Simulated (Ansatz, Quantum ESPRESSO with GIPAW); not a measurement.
# 15N and 11B NMR of BN (Qingsongite), calculated

Aim: the magnetic shielding of every site in BN (Qingsongite).

**The experiment.** The 14N shift is -360 ppm against nitromethane, in “Atomic-Level Structure of Mesoporous Hexagonal Boron Nitride Determined by High-Resolution Solid-State Multinuclear Magnetic Resonance Spectroscopy and Density” (Dorn et al., Chem. Mater. 34, 1649, 2022), quoting earlier work.

Program: Quantum ESPRESSO with GIPAW 8.0dev (patched build). Level of theory: DFT, PBE, plane-wave PAW (pslibrary 1.0.0 recipes), scalar-relativistic, GIPAW; a patched development version of the program. Results are calculated unless marked as measured.

### Step 1. The starting structure

It takes space group F-43m (No. 216, cubic). The conventional cell has a = 3.615 Å, b = 3.615 Å, c = 3.615 Å, α = 90.00°, β = 90.00°, γ = 90.00°. Nearest to N lie 4 B at 1.57 Å. Nearest to B lie 4 N at 1.57 Å. Farther neighbours and most contacts between anions are not listed.

The cell is an entry of the Crystallography Open Database.

### Step 2. Self-consistent run

GIPAW is a response on top of the ground state, so the wavefunctions come first. Their errors pass straight into the induced current, hence the tight threshold. No empty states are asked for: the response is solved without them. The mesh has a spacing of 0.31 Å⁻¹ at most. The PAW files were made with ld1.x from the pslibrary 1.0.0 recipes, with GIPAW reconstruction switched on.

scf.in reads:

```
&control
  calculation = 'scf'
  prefix = 'x'
  outdir = './tmp/'
  pseudo_dir = './'
/
&system
  ibrav = 0
  nat = 2
  ntyp = 2
  ecutwfc = 55
  ecutrho = 340
  nbnd = 4
/
&electrons
  conv_thr = 1.0d-10
  mixing_beta = 0.7
  electron_maxstep = 100
/
ATOMIC_SPECIES
  N 14.007 N.pbe-n-kjpaw_psl.1.0.0-gipaw.UPF
  B 10.810 B.pbe-n-kjpaw_psl.1.0.0-gipaw.UPF
CELL_PARAMETERS angstrom
  0.00000000 1.80750000 1.80750000
  1.80750000 0.00000000 1.80750000
  1.80750000 1.80750000 0.00000000
ATOMIC_POSITIONS crystal
  N 0.75000000 0.75000000 0.75000000
  B 0.00000000 0.00000000 0.00000000
K_POINTS automatic
  10 10 10 0 0 0
```

On the command line:

```console
$ mpirun -np 4 pw.x -nk 4 -in scf.in > scf.out
```

Log:

```text
using ibrav=0 with symmetry is DISCOURAGED, use correct ibrav instead

     bravais-lattice index     =            0
     lattice parameter (alat)  =       4.8305  a.u.
     unit-cell volume          =      79.7006 (a.u.)^3
     number of atoms/cell      =            2
     number of atomic types    =            2
     number of electrons       =         8.00
     number of Kohn-Sham states=            4
     kinetic-energy cutoff     =      55.0000  Ry
     charge density cutoff     =     340.0000  Ry
     scf convergence threshold =      1.0E-10
     mixing beta               =       0.7000
     number of iterations used =            8  plain     mixing
     Exchange-correlation= SLA-PW-PBX-PBC
                           (   1   4   3   4   0   0   0)
[...]
N                 5.00    14.00700     N ( 1.00)
     B                 3.00    10.81000     B ( 1.00)

     24 Sym. Ops. (no inversion) found
[...]
number of k points=    47
[...]
Dense  grid:     8393 G-vectors     FFT dimensions: (  30,  30,  30)

     Smooth grid:     4477 G-vectors     FFT dimensions: (  24,  24,  24)

     Check: negative core charge=   -0.000007

     Initial potential from superposition of free atoms

     starting charge       7.9997, renormalised to       8.0000
     Starting wfcs are    8 randomized atomic wfcs

     Self-consistent Calculation

     iteration #  1     ecut=    55.00 Ry     beta= 0.70
     Davidson diagonalization with overlap
     ethr =  1.00E-02,  avg # of iterations =  2.0

     total energy              =     -39.78328432 Ry
     estimated scf accuracy    <       0.22487785 Ry

     iteration #  2     ecut=    55.00 Ry     beta= 0.70
     Davidson diagonalization with overlap
     ethr =  2.81E-03,  avg # of iterations =  2.1

     total energy              =     -39.84401914 Ry
     estimated scf accuracy    <       0.06903120 Ry

     iteration #  3     ecut=    55.00 Ry     beta= 0.70
     Davidson diagonalization with overlap
     ethr =  8.63E-04,  avg # of iterations =  2.0

     total energy              =     -39.85199186 Ry
     estimated scf accuracy    <       0.00177408 Ry

[...]
total energy              =     -39.85294194 Ry
[...]
iteration # 16     ecut=    55.00 Ry     beta= 0.70
     Davidson diagonalization with overlap
     ethr =  2.89E-12,  avg # of iterations =  2.3

     total energy              =     -39.85294194 Ry
     estimated scf accuracy    <          1.7E-09 Ry

     iteration # 17     ecut=    55.00 Ry     beta= 0.70
     Davidson diagonalization with overlap
     ethr =  2.89E-12,  avg # of iterations =  3.0

     End of self-consistent calculation
     [one-electron energies left out]

!    total energy              =     -39.85294194 Ry
     total all-electron energy =      -159.391079 Ry
     estimated scf accuracy    <          5.0E-12 Ry

     The total energy is the sum of the following terms:
     one-electron contribution =       4.94300219 Ry
     hartree contribution      =       3.61432969 Ry
     xc contribution           =      -8.89550524 Ry
     ewald contribution        =     -26.34078590 Ry
     one-center paw contrib.   =     -13.17398267 Ry

     convergence has been achieved in  17 iterations
[...]
JOB DONE.
```

It took 4.1 s on 4 MPI ranks of Intel Xeon Platinum 8488C (Sapphire Rapids), shared host; peak memory 0.22 GiB; 14 s of CPU time.

It converged in 17 cycles to an estimated accuracy of 5e-12 Ry, on 47 irreducible k-points.

### Step 3. Magnetic response

The job finds the current that a weak uniform field induces (applied as a long wave, q_gipaw) and the field that this current makes at each nucleus. On atoms with p or d valence electrons much of the paramagnetic part arises close to the nucleus, where the PAW partial waves rebuild the true states. pawproj makes the reconstruction use the PAW data sets' own projectors.

nmr.in reads:

```
&inputgipaw
  job = 'nmr'
  prefix = 'x'
  tmp_dir = './tmp/'
  restart_mode = 'from_scratch'
  verbosity = 'low'
  q_gipaw = 0.01
  spline_ps = .true.
  conv_threshold = 1.0d-14
  use_nmr_macroscopic_shape = .false.
  pawproj(1) = .true.
  pawproj(2) = .true.
/
```

On the command line:

```console
$ mpirun -np 4 gipaw.x -in nmr.in > nmr.out
```

Log:

```text
[banner, memory and clock lines left out]
[a note of our patched build left out]

     Parallelizing q-star over 1 images

     IMPORTANT: XC functional enforced from input :
     Exchange-correlation= PBE
                           (   1   4   3   4   0   0   0)
     Any further DFT definition will be discarded
     Please, verify this is what you really want

     Check: negative core charge=   -0.000007
[...]
alpha_pv=     40.5000 eV

     spline_ps is .false., expect some extrapolation errors

     q-space interpolation up to    66.00 Rydberg

     GIPAW job: nmr
     NMR macroscopic correction: no
[...]
Computing the magnetic susceptibility     isolve=0    ethr=  0.1000E-13
     Starting from scratch
     k-point #    1 of    47      pool #  1    cpu time:       0.8
[...]
End of magnetic susceptibility calculation

     f-sum rule (1st term):
            -7.7960          0.0000         -0.0000
             0.0000         -7.7960          0.0000
            -0.0000          0.0000         -7.7960

     f-sum rule (2nd term):
            -0.1125          0.0000          0.0000
            -0.0000         -0.1125          0.0000
            -0.0000          0.0000         -0.1125

     f-sum rule (should be    -7.9074):
            -7.9085          0.0000         -0.0000
             0.0000         -7.9085          0.0000
            -0.0000          0.0000         -7.9085

[... susceptibilities left out ...]
     Contributions to the NMR chemical shifts: -------------------------------

     Macroscopic shape contribution in ppm:                    0.00
             0.0000          0.0000          0.0000
             0.0000          0.0000          0.0000
             0.0000          0.0000          0.0000

     Core contribution in ppm:

     Atom  1  N   pos: (  1.060660  1.060660  1.060660)  core sigma:         235.78
     Atom  2  B   pos: (  0.000000  0.000000  0.000000)  core sigma:         165.26

     Bare contribution in ppm:

     Atom  1  N   pos: (  1.060660  1.060660  1.060660)  bare sigma:          31.65
[...]
Atom  2  B   pos: (  0.000000  0.000000  0.000000)  bare sigma:         -49.99
[...]
Diamagnetic contribution in ppm:

     Atom  1  N   pos: (  1.060660  1.060660  1.060660)  dia sigma:           7.10
[...]
Atom  2  B   pos: (  0.000000  0.000000  0.000000)  dia sigma:           3.17
[...]
Paramagnetic contribution in ppm:

     Atom  1  N   pos: (  1.060660  1.060660  1.060660)  para sigma:         -33.80
[...]
Atom  2  B   pos: (  0.000000  0.000000  0.000000)  para sigma:         -32.46
[...]
Paramagnetic US occ-occ contribution in ppm:

     Atom  1  N   pos: (  1.060660  1.060660  1.060660)  para_oo sigma:          -0.10
[...]
Atom  2  B   pos: (  0.000000  0.000000  0.000000)  para_oo sigma:          -0.13
[...]
Paramagnetic US L_R Q_R contribution in ppm:

     Atom  1  N   pos: (  1.060660  1.060660  1.060660)  para_lq sigma:         -47.58
[...]
Atom  2  B   pos: (  0.000000  0.000000  0.000000)  para_lq sigma:          -3.06
[...]
Total NMR chemical shifts in ppm: ---------------------------------------
     (adopting the Simpson convention for anisotropy and asymmetry)-----------

     Atom  1  N   pos: (  1.060660  1.060660  1.060660)  Total sigma:         193.05
           193.0478         -0.0000          0.0000
            -0.0000        193.0478         -0.0000
            -0.0000         -0.0000        193.0478

     N       1    anisotropy:      0.00    eta:    0.0000
[...]
Atom  2  B   pos: (  0.000000  0.000000  0.000000)  Total sigma:          82.79
            82.7875          0.0000          0.0000
             0.0000         82.7875          0.0000
             0.0000         -0.0000         82.7875

     B       2    anisotropy:      0.00    eta:    0.0000
[...]
```

Run time: 15 s. Hardware: 4 MPI ranks; peak memory 0.2 GiB.

The f-sum rule is met to 0.0011 of 7.9 (0.01 %). Converged shieldings require that this miss be small, but a small miss does not prove them.

From the symmetric part of each tensor, with principal values σ11 ≤ σ22 ≤ σ33: σ_iso is their mean, the span is σ33 − σ11 and the skew 3(σ_iso − σ22)/span. (gipaw.x prints an anisotropy in another convention.)

```
site  atom no.  atoms in cell  σ_iso (ppm)  span (ppm)  skew
   N         1              1        193.0         0.0     -
   B         2              1         82.8         0.0     -
```

The macroscopic shape term is switched off. For a spherical sample the valence susceptibility of this run would add about 12 ppm to every site, a rough estimate, since the susceptibility converges slowly and lacks part of the PAW terms. Differences within the crystal don't depend on it, but shieldings of different compounds can't be compared to better than a few ppm without it.

N and B sit on cubic site symmetry, where the tensor must be isotropic.

The quadrupolar nuclei (14N and 11B) sit on sites where the field gradient vanishes by symmetry, so they have no quadrupolar coupling.

### Step 4. From shieldings to shifts

Covalently bonded atoms count as neighbours within 1.18 times the sum of their radii. Otherwise a cation's neighbours lie within 1.2 times its shortest bond (1.3 for large cations, each anion's radius taken off where they differ), and an anion's are the cations that count it.

```
site  atom no.  atoms in cell  surroundings  bonds (Å)  σ_iso (ppm)
   N         1              1   bound to B4      1.565        193.0
   B         2              1           BN4      1.565         82.8
```

### Step 5. Cost against result

Each row names what was changed: another mesh tests the sampling of the zone; another functional shows how far the paramagnetic term hangs on the exchange-correlation form; another cutoff tests the basis.

Changes of σ_iso (ppm) against the run above (PBE, cutoffs 55 and 340 Ry, mesh 10×10×10, 73 s). Times are CPU times of pw.x and gipaw.x together, on 4 MPI ranks of Intel Xeon Platinum 8488C (Sapphire Rapids), shared host; on a shared host they are rough. A run is marked as doubtful where the f-sum miss passes 0.015 electrons, or that much for each three atoms in larger cells (with Tl, Pb, Hg, Bi or Sn a third of that, or a mesh spacing over 0.26 Å⁻¹), or where the susceptibility is unphysically large.

```
                                      run  CPU time  f-sum miss     N     B
                            mesh 13×13×13   1.9 min      4.0e-4  -0.0  +0.0
                                      LDA      71 s      0.0010  -2.0  -2.5
cutoffs 40 and 340 Ry (coarse on purpose)      53 s      0.0022  -0.4  -0.2
                      mesh 6×6×6 (marked)      42 s       0.051  +1.6  -0.6
                                 Wu-Cohen      78 s      0.0011  -0.9  +0.0
                    cutoffs 70 and 420 Ry      89 s      8.0e-4  +0.0  +0.3
```

The largest move is -2.5 ppm, on B, from LDA.

### Step 6. Against experiment

Without a fitted line the measured shift still tests the calculation: for an exact theory σ + δ is one number for all compounds of a nucleus, up to the shape term, which is left out of σ and differs by some ppm between compounds.

```
nucleus, site  σ_iso (ppm)  measured δ (ppm)  σ + δ (ppm)  σ + δ of other compounds, same level
       14N, N        193.0              -360       -167.0                            AlN -175.9
```

### Step 7. Summary of results

```json
{
  "15N shielding without shape term": "193.0 ppm",
  "11B shielding without shape term": "82.8 ppm"
}
```

In words: 15N has one site (bound to B4), with isotropic shielding 193.0 ppm (shape term left out). A shift needs a reference, δ = σ_ref − σ, fixed on measured compounds; for 15N of this kind at this level too few were at hand, or they scattered too widely about a line, so none is given. For 14N, σ + δ is -167.0 ppm here and -175.9 ppm in AlN: with that reference and slope one the shift would be off by -8.9 ppm. Going to mesh 13×13×13 changes no isotropic shielding by more than 0.017 ppm, so the main run is converged in that respect. Going to cutoffs 70 and 420 Ry changes no isotropic shielding by more than 0.26 ppm, so the main run is converged in that respect. The cheaper run with cutoffs 40 and 340 Ry takes about 75 % of the time and is off by 0.39 ppm on N. The largest change with the functional is 2.5 ppm in absolute shielding; part of that drops out once each functional has its own reference line. This build of gipaw.x prints that it is not audited and that its numbers are no references by themselves. It also reports spline_ps as false although the input sets it; why was not traced.

[Banner, clock, file and message-heading lines were taken out of the pw.x and gipaw.x logs.]

[Logs are printed without paths, hosts, clocks, repeated set-up lines and the standing remarks that a program may print on its own settings, such as how far it seeks lower states.]

[Hosts, paths, dates, database ids (printed as entryN), source tags and the programs' standing remarks are cut or masked in the printed files.]

[Where no reference line passes its bar on scatter, no shift is given, so a measured shift of this compound may stand uncompared.]
